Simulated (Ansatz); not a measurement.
Computed results, one entry a study.

```
InP (F-43m): spin-orbit coupling beyond the local functionals
1.0
     0.00000    2.93435    2.93435
     2.93435    0.00000    2.93435
     2.93435    2.93435    0.00000
In P
1 1
Direct
  0.00000 0.00000 0.00000
  0.25000 0.25000 0.25000
# method: DFT, HSE06 with spin-orbit coupling, plane waves, PAW; PAW set soft_1 (and 1 further level or step)
# program: Ansatz 0.2.0
# settings of one run: cutoff 420 eV, 4×4×4 k-mesh, smearing width 0.02 eV, PAW set soft 1
# cost: 2 runs, 33 s in all on 1 × NVIDIA H100 80GB HBM3 (shared by 6 runs) with 3 threads of AMD EPYC 7R13 (Zen 3), shared host (the runs of this entry)
# notes: The cell and positions come from the Crystallography Open Database and are kept as given unless a step says otherwise.
# HSE06: 1.51 eV
# HSE06+SOC: 1.47 eV
```

[Paths, hosts, dates, memory and timing lines, banners, echoed tables and standing remarks are left out of the program output.]

[Logs are printed without paths, hosts, clocks, repeated set-up lines and the standing remarks that a program may print on its own settings, such as how far it seeks lower states.]

[Runs of the session that timed out or met a known fault of the program may be left out.]

[Cells called generated may have been cut or substituted from an entry of the Crystallography Open Database or the Materials Project.]

[Hosts, paths, dates, database ids (printed as entryN), source tags and the programs' standing remarks are cut or masked in the printed files.]
